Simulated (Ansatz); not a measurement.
## Sn wire along [111], 26 atoms a period, H-terminated: bands by functional

Wanted: the relaxed geometry and the bands of the Sn wire along [111], 26 atoms a period, H-terminated.

Main program and level: Ansatz 0.2.0; DFT PBE, plane waves, PAW; relaxation of a wire's period; PAW set soft_1, in the first sound run; inputs show where later runs differ.

### Step 1. The structure

The cell holds 56 atoms: 26 Sn and 30 H. Its edges and angles: a = 19.062 Å, b = 18.244 Å, c = 11.518 Å, α = 90.0°, β = 90.0°, γ = 90.0°. Vacuum lies along a and b. The structure's axis is c.

### Step 2. Relaxing the period

Band widths follow the bond lengths, so the wire is relaxed first. The atoms and the third cell vector are free; the box across stays fixed as vacuum. A Fermi-Dirac smearing is set since the result may be a metal. The pressure printed is a third of the stress's trace over the whole box, vacuum included; only the stress along the axis is relaxed.

input.yaml reads:

```yaml
crystal:
  lattice:
    - [19.062, 0.0, 0.0]
    - [0.0, 18.244, 0.0]
    - [0.0, 0.0, 11.5181378703]
  atoms:
    - { symbol: Sn, position: [0.376665568, 0.425606608, 0.0] }
    - { symbol: Sn, position: [0.500006773, 0.648818442, 0.0] }
    - { symbol: Sn, position: [0.376665568, 0.425606608, 0.25] }
    - { symbol: Sn, position: [0.500006773, 0.648818442, 0.25] }
    - { symbol: Sn, position: [0.623347978, 0.425606608, 0.25] }
    - { symbol: H, position: [0.301706539, 0.619632537, 0.282688573] }
    - { symbol: H, position: [0.500006773, 0.260766584, 0.282688573] }
    - { symbol: H, position: [0.698307007, 0.619632537, 0.282688573] }
    - { symbol: H, position: [0.301706539, 0.380388568, 0.30064476] }
    - { symbol: H, position: [0.500006773, 0.739254521, 0.30064476] }
    - { symbol: H, position: [0.698307007, 0.380388568, 0.30064476] }
    - { symbol: Sn, position: [0.376665568, 0.574414497, 0.333333333] }
    - { symbol: Sn, position: [0.500006773, 0.351202663, 0.333333333] }
    - { symbol: Sn, position: [0.623347978, 0.574414497, 0.333333333] }
    - { symbol: Sn, position: [0.376665568, 0.574414497, 0.583333333] }
    - { symbol: Sn, position: [0.500006773, 0.351202663, 0.583333333] }
    - { symbol: Sn, position: [0.623347978, 0.574414497, 0.583333333] }
    - { symbol: H, position: [0.178365334, 0.545228592, 0.616021906] }
    - { symbol: H, position: [0.253324363, 0.409574474, 0.616021906] }
    - { symbol: H, position: [0.301706539, 0.322016758, 0.616021906] }
    - { symbol: H, position: [0.301706539, 0.768440426, 0.616021906] }
    - { symbol: H, position: [0.376665568, 0.18636264, 0.616021906] }
    - { symbol: H, position: [0.451624598, 0.768440426, 0.616021906] }
    - { symbol: H, position: [0.548388949, 0.768440426, 0.616021906] }
    - { symbol: H, position: [0.623347978, 0.18636264, 0.616021906] }
    - { symbol: H, position: [0.698307007, 0.768440426, 0.616021906] }
    - { symbol: H, position: [0.698307007, 0.322016758, 0.616021906] }
    - { symbol: H, position: [0.746689183, 0.409574474, 0.616021906] }
    - { symbol: H, position: [0.821648212, 0.545228592, 0.616021906] }
    - { symbol: Sn, position: [0.253324363, 0.500010553, 0.666666667] }
    - { symbol: Sn, position: [0.376665568, 0.276798719, 0.666666667] }
    - { symbol: Sn, position: [0.376665568, 0.723222386, 0.666666667] }
    - { symbol: Sn, position: [0.500006773, 0.500010553, 0.666666667] }
    - { symbol: Sn, position: [0.623347978, 0.723222386, 0.666666667] }
    - { symbol: Sn, position: [0.623347978, 0.276798719, 0.666666667] }
    - { symbol: Sn, position: [0.746689183, 0.500010553, 0.666666667] }
    - { symbol: Sn, position: [0.253324363, 0.500010553, 0.916666667] }
    - { symbol: Sn, position: [0.376665568, 0.276798719, 0.916666667] }
    - { symbol: Sn, position: [0.376665568, 0.723222386, 0.916666667] }
    - { symbol: Sn, position: [0.500006773, 0.500010553, 0.916666667] }
    - { symbol: Sn, position: [0.623347978, 0.723222386, 0.916666667] }
    - { symbol: Sn, position: [0.623347978, 0.276798719, 0.916666667] }
    - { symbol: Sn, position: [0.746689183, 0.500010553, 0.916666667] }
    - { symbol: H, position: [0.178365334, 0.454792513, 0.967311427] }
    - { symbol: H, position: [0.253324363, 0.590446631, 0.967311427] }
    - { symbol: H, position: [0.301706539, 0.231580679, 0.967311427] }
    - { symbol: H, position: [0.301706539, 0.678004347, 0.967311427] }
    - { symbol: H, position: [0.376665568, 0.813658465, 0.967311427] }
    - { symbol: H, position: [0.451624598, 0.231580679, 0.967311427] }
    - { symbol: H, position: [0.548388949, 0.231580679, 0.967311427] }
    - { symbol: H, position: [0.623347978, 0.813658465, 0.967311427] }
    - { symbol: H, position: [0.698307007, 0.678004347, 0.967311427] }
    - { symbol: H, position: [0.698307007, 0.231580679, 0.967311427] }
    - { symbol: H, position: [0.746689183, 0.590446631, 0.967311427] }
    - { symbol: H, position: [0.821648212, 0.454792513, 0.967311427] }
    - { symbol: Sn, position: [0.623347978, 0.425606608, 0.0] }
kpoints:
  mp_grid: { grid: [1, 1, 7] }
scf:
  occupations: { method: fermi_dirac, width: 0.05 }
hamiltonian:
  xc: pbe
  pseudopotentials: { kind: paw, azcp: { folder: soft_1 } }
relax:
  cell: { fix: [a, b, alpha, beta, gamma] }
  max_steps: 45
  f_tol: 0.03
```

The run is started by

```bash
$ ansatz run input.yaml --threads 4 --pin off --max-ram 16384MiB --backend cpu --events-out ev --progress --plain --runs-dir out
```

Numbers of over 12 decimals in the logs are rounded to 6 here.

Output:

```text
Engine: ansatz 0.2.0, aarch64-unknown-linux-gnu
Pseudopotentials: kind: paw
Pseudopotential: Sn, paw, valence charge 14, recommended cutoff 420 eV (normal), soft_1/Sn.paw.azcp
Pseudopotential: H, paw, valence charge 1, recommended cutoff 420 eV (normal), soft_1/H.paw.azcp
Functional definition: PBE
  parameter kappa = 0.804
  parameter beta = 0.066725
  exchange = pbe_x(kappa = kappa, mu = beta*pi^2/3)
  correlation = pbe_c(beta = beta)
Crystal: 56 atoms, lattice volume = 4005.630 Å³
Basis set: ecut = 420 eV, 78265 PW (Γ), exchange–correlation on 256×250×160 points (8 copies of the dense FFT grid, shifted against one another)
Bands: 253, of which v1, the nominal top of the filled ones, is band 197 counted from 1 (196 counted from 0)
Symmetry: 4 space group operations
Space group: P2/m (ITA 10), of the structure as read, at distance tolerance 1.6e-4 Å
k-points: 4 of 7
Non-local potential: Sn, projectors of the file, l = 0: 2, l = 1: 2, l = 2: 2, l = 3: 1
Non-local potential: H, projectors of the file, l = 0: 2, l = 1: 1
PAW form: soft (Blöchl's): semilocal exchange-correlation on the pseudo side does not see the compensation charge
PAW one-centre angular grid: Sn, 590 points (default); XC on 64 Gauss nodes
PAW one-centre angular grid: H, 110 points (default); XC on 64 Gauss nodes
Initial density: superposition of atomic densities (neutral atoms: chi_scale 0, normalization atom)
Initial wavefunctions: pseudopotential atomic-orbital guess
Functional: x = pbe(κ = 0.804, μ = 0.219515), c = pbe(β = 0.066725)
SCF iter   1: F=—  HF=-157102.774631 eV  |F-HF|=—  |Δ(HF+E_count)|=         —  Δρ=2.59e-2  dr2=2.79e1  ethr=3.10e-3  ⟨swp⟩=7.0  Hψ=4643  notcnv=0  defer=68
preconditioner: auto → Resta (q_TF=auto, 1.854 Å⁻¹)  ε∞=1.7  [insulator: Δε(μ)=1.210 eV  Ē_g=8.088 eV  σ=0.050 eV  W_gap=1.00  n_scr=446 (ndim 8)  ℏωp=6.8 eV  f_vac=0.622  D(μ)=0.00/eV (n_scr^D=0)  ε∞_Penn≈1.7  vacuum switching on, ρ_ref=4.7e-3 e/Å³]
SCF iter   2: F=—  HF=-157095.833987 eV  |F-HF|=—  |Δ(HF+E_count)|=    6.94e0  Δρ=9.32e-3  dr2=4.94e0  ethr=3.10e-3  ⟨swp⟩=3.0  Hψ=1442  notcnv=0  defer=192
SCF iter   3: F=—  HF=-157095.033468 eV  |F-HF|=—  |Δ(HF+E_count)|=   8.01e-1  Δρ=3.57e-3  dr2=2.15e0  ethr=1.25e-3  ⟨swp⟩=3.5  Hψ=1394  notcnv=0  defer=192
SCF iter   4: F=—  HF=-157094.672737 eV  |F-HF|=—  |Δ(HF+E_count)|=   3.61e-1  Δρ=1.13e-3  dr2=1.18e-1  ethr=5.45e-4  ⟨swp⟩=4.0  Hψ=1110  notcnv=0  defer=192
SCF iter   5: F=—  HF=-157094.671383 eV  |F-HF|=—  |Δ(HF+E_count)|=   1.35e-3  Δρ=4.44e-4  dr2=6.72e-3  ethr=2.98e-5  ⟨swp⟩=2.0  Hψ=1397  notcnv=0  defer=192
SCF iter   6: F=—  HF=-157094.676061 eV  |F-HF|=—  |Δ(HF+E_count)|=   4.68e-3  Δρ=1.21e-4  dr2=7.95e-4  ethr=1.70e-6  ⟨swp⟩=2.0  Hψ=1088  notcnv=0  defer=192
SCF iter   7: F=—  HF=-157094.676763 eV  |F-HF|=—  |Δ(HF+E_count)|=   7.01e-4  Δρ=3.69e-5  dr2=3.35e-4  ethr=2.02e-7  ⟨swp⟩=2.2  Hψ=1675  notcnv=0  defer=192
SCF iter   8: F=—  HF=-157094.676728 eV  |F-HF|=—  |Δ(HF+E_count)|=   3.43e-5  Δρ=1.40e-5  dr2=1.41e-5  ethr=8.50e-8  ⟨swp⟩=2.0  Hψ=1032  notcnv=0  defer=192
SCF iter   9: F=—  HF=-157094.676211 eV  |F-HF|=—  |Δ(HF+E_count)|=   5.18e-4  Δρ=5.05e-6  dr2=1.19e-6  ethr=3.59e-9  ⟨swp⟩=2.0  Hψ=1608  notcnv=0  defer=192
SCF iter  10: F=—  HF=-157094.676214 eV  |F-HF|=—  |Δ(HF+E_count)|=   2.96e-6  Δρ=1.38e-6  dr2=1.21e-7  ethr=3.01e-10  ⟨swp⟩=2.0  Hψ=1608  notcnv=0  defer=192
SCF iter  11: F=-157094.676214 eV  HF=-157094.676214 eV  |F-HF|=5.82e-11  |Δ(HF+E_count)|=   1.98e-7  Δρ=4.14e-7  dr2=1.68e-8  ethr=2.54e-11  ⟨swp⟩=5.0  Hψ=3046  notcnv=0
SCF 1 converged in 11 iterations: F = -157094.676214 eV  dr2 = 1.68e-8
  greatest PAW one-centre occupation: 0.991 electrons in one spin orbital (limit 2), on the Sn atom at site 37 (counted from 0), in its partial waves of l = 2
relax step   1: F+E_penalty+E_count = -157094.67621384 eV  Δ(F+E_penalty+E_count) = +0.000e0 eV  max|allowed force component| = 2.714e-1 eV/Å  Δτ_max = 0.0000 Å  P = -0.312 GPa  Ω = 4005.630 Å³  fix = [a, b, alpha, beta, gamma]  reactions: a -0.318, b -0.318 GPa; alpha -0.000 GPa/rad  (11 SCF iters, dr2 threshold 1.00e-7 eV, accepted)
Crystal: 56 atoms, lattice volume = 3976.200 Å³
Basis set: ecut = 420 eV, 77649 PW (Γ), exchange–correlation on 256×250×160 points (8 copies of the dense FFT grid, shifted against one another)
Initial density: handed on by an earlier stage of this run
Initial wavefunctions: those handed on with the density
iter 1 solved again at ethr=3.09e-4 eV; its pass at ethr=3.10e-3 eV (dr2=1.22e0 eV) is discarded
SCF iter   1: F=—  HF=-157094.616365 eV  |F-HF|=—  |Δ(HF+E_count)|=         —  Δρ=6.41e-3  dr2=1.22e0  ethr=3.09e-4  ⟨swp⟩=5.8  Hψ=5354  notcnv=0  defer=2
preconditioner: auto → Resta (q_TF=auto, 1.856 Å⁻¹)  ε∞=1.7  [insulator: Δε(μ)=1.393 eV  Ē_g=7.976 eV  σ=0.050 eV  W_gap=1.00  n_scr=446 (ndim 8)  ℏωp=6.8 eV  f_vac=0.667  D(μ)=0.00/eV (n_scr^D=0)  ε∞_Penn≈1.7  vacuum switching on, ρ_ref=4.6e-3 e/Å³]
SCF iter   2: F=—  HF=-157094.421832 eV  |F-HF|=—  |Δ(HF+E_count)|=   1.95e-1  Δρ=3.24e-3  dr2=2.69e-1  ethr=3.08e-4  ⟨swp⟩=3.5  Hψ=1448  notcnv=0  defer=96
SCF iter   3: F=—  HF=-157094.413208 eV  |F-HF|=—  |Δ(HF+E_count)|=   8.62e-3  Δρ=6.32e-4  dr2=1.02e-1  ethr=6.82e-5  ⟨swp⟩=3.0  Hψ=1402  notcnv=0  defer=96
SCF iter   4: F=—  HF=-157094.395091 eV  |F-HF|=—  |Δ(HF+E_count)|=   1.81e-2  Δρ=1.95e-4  dr2=3.78e-3  ethr=2.59e-5  ⟨swp⟩=2.0  Hψ=1145  notcnv=0  defer=166
SCF iter   5: F=—  HF=-157094.394324 eV  |F-HF|=—  |Δ(HF+E_count)|=   7.67e-4  Δρ=6.63e-5  dr2=2.07e-4  ethr=9.59e-7  ⟨swp⟩=2.0  Hψ=1180  notcnv=0  defer=166
SCF iter   6: F=—  HF=-157094.394421 eV  |F-HF|=—  |Δ(HF+E_count)|=   9.68e-5  Δρ=2.16e-5  dr2=3.37e-5  ethr=5.24e-8  ⟨swp⟩=3.0  Hψ=1604  notcnv=0  defer=166
SCF iter   7: F=—  HF=-157094.394437 eV  |F-HF|=—  |Δ(HF+E_count)|=   1.61e-5  Δρ=6.22e-6  dr2=7.44e-6  ethr=8.55e-9  ⟨swp⟩=2.0  Hψ=1084  notcnv=0  defer=166
SCF iter   8: F=-157094.394437 eV  HF=-157094.394437 eV  |F-HF|=3.02e-7  |Δ(HF+E_count)|=   3.44e-7  Δρ=2.85e-6  dr2=3.61e-7  ethr=1.17e-9  ⟨swp⟩=5.0  Hψ=2930  notcnv=0
SCF 2 converged in 8 iterations: F = -157094.394437 eV  dr2 = 3.61e-7
  greatest PAW one-centre occupation: 0.990 electrons in one spin orbital (limit 2), on the Sn atom at site 39 (counted from 0), in its partial waves of l = 2
[...]
E sigma→0 (E₀):  -157095.178547 eV
Entropy (-TS):   -0.000000 eV (-0.000 meV/atom)
Fermi energy:    -1.549042 eV
--- Per-component energies (eV) ---
  E_band       = -6789.560396
  E_kinetic    = 4741.531389
  E_local      = -160124.593875  (includes V_loc(G=0)·N_el)
  E_nonlocal   = 3784.702370
  E_hartree    = 77836.902211
  E_xc         = -3505.210991
  E_vxc        = -2386.811982  (∫ρ·V_xc dr)
  E_paw        = -113649.083048  (= ΣΔE_a)
  E_vpaw       = -8478.173299  (= ΣTr[D̂ρ^β])
  E_aug_tail   = -0.019062  (compensation charges beyond the density's cutoff)
  E_ewald      = 33820.592459
  E_smearing   = -0.000000  (= −TS)
  E_closure    = 0.000000  (closes the sum)
  Σ components = -157095.178547   (vs F -157095.178547, Δ=0.00e0)
--- Forces (eV/Å), atoms counted from 1 ---
  atom   1  Sn    -0.00898717    -0.00534338    -0.00211218
  atom   2  Sn     0.00000000     0.01030317    -0.00179966
  atom   3  Sn    -0.00169206    -0.00096862     0.00407947
  atom   4  Sn     0.00000000     0.00194666     0.00421414
  atom   5  Sn     0.00169206    -0.00096862     0.00407947
  atom   6  H     -0.00342799     0.00194536    -0.00211654
  atom   7  H      0.00000000    -0.00388949    -0.00211540
  atom   8  H      0.00342799     0.00194536    -0.00211654
  atom   9  H     -0.00342799    -0.00194536     0.00211654
  atom  10  H      0.00000000     0.00388949     0.00211540
  atom  11  H      0.00342799    -0.00194536     0.00211654
  atom  12  Sn    -0.00169206     0.00096862    -0.00407947
  atom  13  Sn     0.00000000    -0.00194666    -0.00421414
  atom  14  Sn     0.00169206     0.00096862    -0.00407947
  atom  15  Sn    -0.00898717     0.00534338     0.00211218
  atom  16  Sn     0.00000000    -0.01030317     0.00179966
  atom  17  Sn     0.00898717     0.00534338     0.00211218
  atom  18  H      0.00119341     0.00502084    -0.00055809
  atom  19  H     -0.00917554    -0.01699061    -0.01574880
  atom  20  H     -0.01926066     0.00140522    -0.01612813
  atom  21  H     -0.00369230    -0.00370215    -0.00044908
  atom  22  H      0.00554263    -0.00165643    -0.00022317
  atom  23  H      0.01031493     0.01639349    -0.01623563
  atom  24  H     -0.01031493     0.01639349    -0.01623563
  atom  25  H     -0.00554263    -0.00165643    -0.00022317
  atom  26  H      0.00369230    -0.00370215    -0.00044908
  atom  27  H      0.01926066     0.00140522    -0.01612813
  atom  28  H      0.00917554    -0.01699061    -0.01574880
  atom  29  H     -0.00119341     0.00502084    -0.00055809
  atom  30  Sn     0.01166282    -0.01713486     0.01155232
  atom  31  Sn    -0.00983079     0.01817083     0.01171098
  atom  32  Sn     0.02083953    -0.00110738     0.01189721
  atom  33  Sn     0.00000000     0.00007910     0.02035381
  atom  34  Sn    -0.02083953    -0.00110738     0.01189721
  atom  35  Sn     0.00983079     0.01817083     0.01171098
  atom  36  Sn    -0.01166282    -0.01713486     0.01155232
  atom  37  Sn     0.01166282     0.01713486    -0.01155232
  atom  38  Sn     0.02083953     0.00110738    -0.01189721
  atom  39  Sn    -0.00983079    -0.01817083    -0.01171098
  atom  40  Sn     0.00000000    -0.00007910    -0.02035381
[...]
atom  45  H     -0.00917554     0.01699061     0.01574880
  atom  46  H     -0.00369230     0.00370215     0.00044908
  atom  47  H     -0.01926066    -0.00140522     0.01612813
  atom  48  H      0.00554263     0.00165643     0.00022317
  atom  49  H      0.01031493    -0.01639349     0.01623563
  atom  50  H     -0.01031493    -0.01639349     0.01623563
  atom  51  H     -0.00554263     0.00165643     0.00022317
  atom  52  H      0.01926066    -0.00140522     0.01612813
  atom  53  H      0.00369230     0.00370215     0.00044908
  atom  54  H      0.00917554     0.01699061     0.01574880
  atom  55  H     -0.00119341    -0.00502084     0.00055809
  atom  56  Sn     0.00898717    -0.00534338    -0.00211218
  max |Σ_I F_I| component: 2.26e-17 eV/Å
--- Stress (GPa, compression-positive) ---
        0.008915       0.000000       0.000000
        0.000000       0.008741      -0.000131
        0.000000      -0.000131       0.004898
  P = ⅓ Tr σ = 0.0075 GPa (0.075 kbar)
--- Relaxed structure (7 steps of the walk, 6 accepted, 1 SCFs on fresh bases) ---
  F+E_penalty+E_count = -157095.17854680 eV   max|allowed force component| = 2.084e-2 eV/Å   (the final SCF, on the basis selected at the relaxed cell)
  cell:  # Å, volume = 3981.9113 Å³
    - [19.062, 0.0, 0.0]
    - [0.0, 18.244, 0]
    - [0.0, 0, 11.449936]
  atoms:
    - { symbol: Sn, position: [0.377030, 0.425836, -0.00113333] }
    - { symbol: Sn, position: [0.5, 0.648375, -0.0011426] }
    - { symbol: Sn, position: [0.379219, 0.427149, 0.248193] }
    - { symbol: Sn, position: [0.5, 0.645737, 0.248184] }
    - { symbol: Sn, position: [0.620781, 0.427149, 0.248193] }
    - { symbol: H, position: [0.304795, 0.617765, 0.283820] }
    - { symbol: H, position: [0.5, 0.264497, 0.283824] }
    - { symbol: H, position: [0.695205, 0.617765, 0.283820] }
    - { symbol: H, position: [0.304795, 0.382256, 0.299513] }
    - { symbol: H, position: [0.5, 0.735524, 0.299509] }
    - { symbol: H, position: [0.695205, 0.382256, 0.299513] }
    - { symbol: Sn, position: [0.379219, 0.572872, 0.335141] }
    - { symbol: Sn, position: [0.5, 0.354284, 0.335149] }
    - { symbol: Sn, position: [0.620781, 0.572872, 0.335141] }
    - { symbol: Sn, position: [0.377030, 0.574185, 0.584467] }
    - { symbol: Sn, position: [0.5, 0.351646, 0.584476] }
    - { symbol: Sn, position: [0.622970, 0.574185, 0.584467] }
    - { symbol: H, position: [0.181378, 0.561561, 0.625936] }
    - { symbol: H, position: [0.240786, 0.422912, 0.606030] }
    - { symbol: H, position: [0.306482, 0.303971, 0.606036] }
    - { symbol: H, position: [0.289661, 0.757539, 0.625914] }
    - { symbol: H, position: [0.391695, 0.180920, 0.625928] }
    - { symbol: H, position: [0.434291, 0.773103, 0.606052] }
    - { symbol: H, position: [0.565709, 0.773103, 0.606052] }
    - { symbol: H, position: [0.608305, 0.180920, 0.625928] }
    - { symbol: H, position: [0.710339, 0.757539, 0.625914] }
    - { symbol: H, position: [0.693518, 0.303971, 0.606036] }
    - { symbol: H, position: [0.759214, 0.422912, 0.606030] }
    - { symbol: H, position: [0.818622, 0.561561, 0.625936] }
    - { symbol: Sn, position: [0.252030, 0.508205, 0.668934] }
    - { symbol: Sn, position: [0.382809, 0.271527, 0.668941] }
    - { symbol: Sn, position: [0.369208, 0.720284, 0.668928] }
    - { symbol: Sn, position: [0.5, 0.500007, 0.666644] }
    - { symbol: Sn, position: [0.630792, 0.720284, 0.668928] }
    - { symbol: Sn, position: [0.617191, 0.271527, 0.668941] }
    - { symbol: Sn, position: [0.747970, 0.508205, 0.668934] }
    - { symbol: Sn, position: [0.252030, 0.491816, 0.914400] }
    - { symbol: Sn, position: [0.369208, 0.279737, 0.914405] }
    - { symbol: Sn, position: [0.382809, 0.728495, 0.914392] }
    - { symbol: Sn, position: [0.5, 0.500014, 0.916689] }
    - { symbol: Sn, position: [0.617191, 0.728495, 0.914392] }
    - { symbol: Sn, position: [0.630792, 0.279737, 0.914405] }
    - { symbol: Sn, position: [0.747970, 0.491816, 0.914400] }
    - { symbol: H, position: [0.181378, 0.438460, 0.957397] }
    - { symbol: H, position: [0.240786, 0.577109, 0.977304] }
    - { symbol: H, position: [0.289661, 0.242482, 0.957419] }
    - { symbol: H, position: [0.306482, 0.696050, 0.977297] }
    - { symbol: H, position: [0.391695, 0.819101, 0.957405] }
    - { symbol: H, position: [0.434291, 0.226918, 0.977282] }
    - { symbol: H, position: [0.565709, 0.226918, 0.977282] }
    - { symbol: H, position: [0.608305, 0.819101, 0.957405] }
    - { symbol: H, position: [0.693518, 0.696050, 0.977297] }
    - { symbol: H, position: [0.710339, 0.242482, 0.957419] }
    - { symbol: H, position: [0.759214, 0.577109, 0.977304] }
    - { symbol: H, position: [0.818622, 0.438460, 0.957397] }
    - { symbol: Sn, position: [0.622970, 0.425836, -0.00113333] }
[key lines of the parts left out:]
SCF converged after 5 iterations
Free energy (F): -157095.178547 eV
```

The job ended after 12 min (4 threads of Arm Neoverse V1, shared host; peak memory 12 GiB; 47 min of CPU time).

Step by step:

```csv
step,energy less that of the first step (eV),largest force component (eV/Å),pressure (GPa),volume (Å³)
1,0.0000,0.2714,-0.31,4005.63
2,0.2818,0.9268,0.34,3976.20
3,-0.3517,0.0868,-0.07,3993.74
4,-0.4438,0.0360,-0.02,3985.95
5,-0.4774,0.0169,0.00,3984.51
6,-0.5011,0.0621,-0.02,3983.53
7,-0.5041,0.0209,0.01,3981.91
8*,-0.5023,0.0208,0.01,3981.91
```

Relaxation steps marked * repeat the geometry before them on a plane-wave basis chosen anew for their cell, so energy and pressure can jump there. Relaxation step 2 was tried and not accepted.

The run keeps the 4 symmetry operations that it works with, so distortions that break them were not tested.

```csv
cell as run,before,after,change
c (Å),11.518,11.450,-0.6 %
```

The atoms that moved most (Å, along periodic axes as changes of fractional coordinates times the final cell, across vacuum about the mean position):

```csv
atom,dx,dy,dz,length
H47,0.091,0.329,0.114,0.360
H52,-0.091,0.329,0.114,0.360
H20,0.091,-0.329,-0.114,0.360
H27,-0.091,-0.329,-0.114,0.360
H49,-0.330,-0.085,0.114,0.360
H23,-0.330,0.085,-0.114,0.360
H50,0.330,-0.085,0.114,0.360
H24,0.330,0.085,-0.114,0.360
```

This step gave:

```yaml
cell_length_along_the_wire: 11.45 Å
```

The cell's length comes to 11.450 Å with spin left out.

(Part 1 of 2 ends here.)

[Logs are printed without paths, hosts, clocks, repeated set-up lines and the standing remarks that a program may print on its own settings, such as how far it seeks lower states.]

[Hosts, paths, dates, database ids (printed as entryN), source tags and the programs' standing remarks are cut or masked in the printed files.]
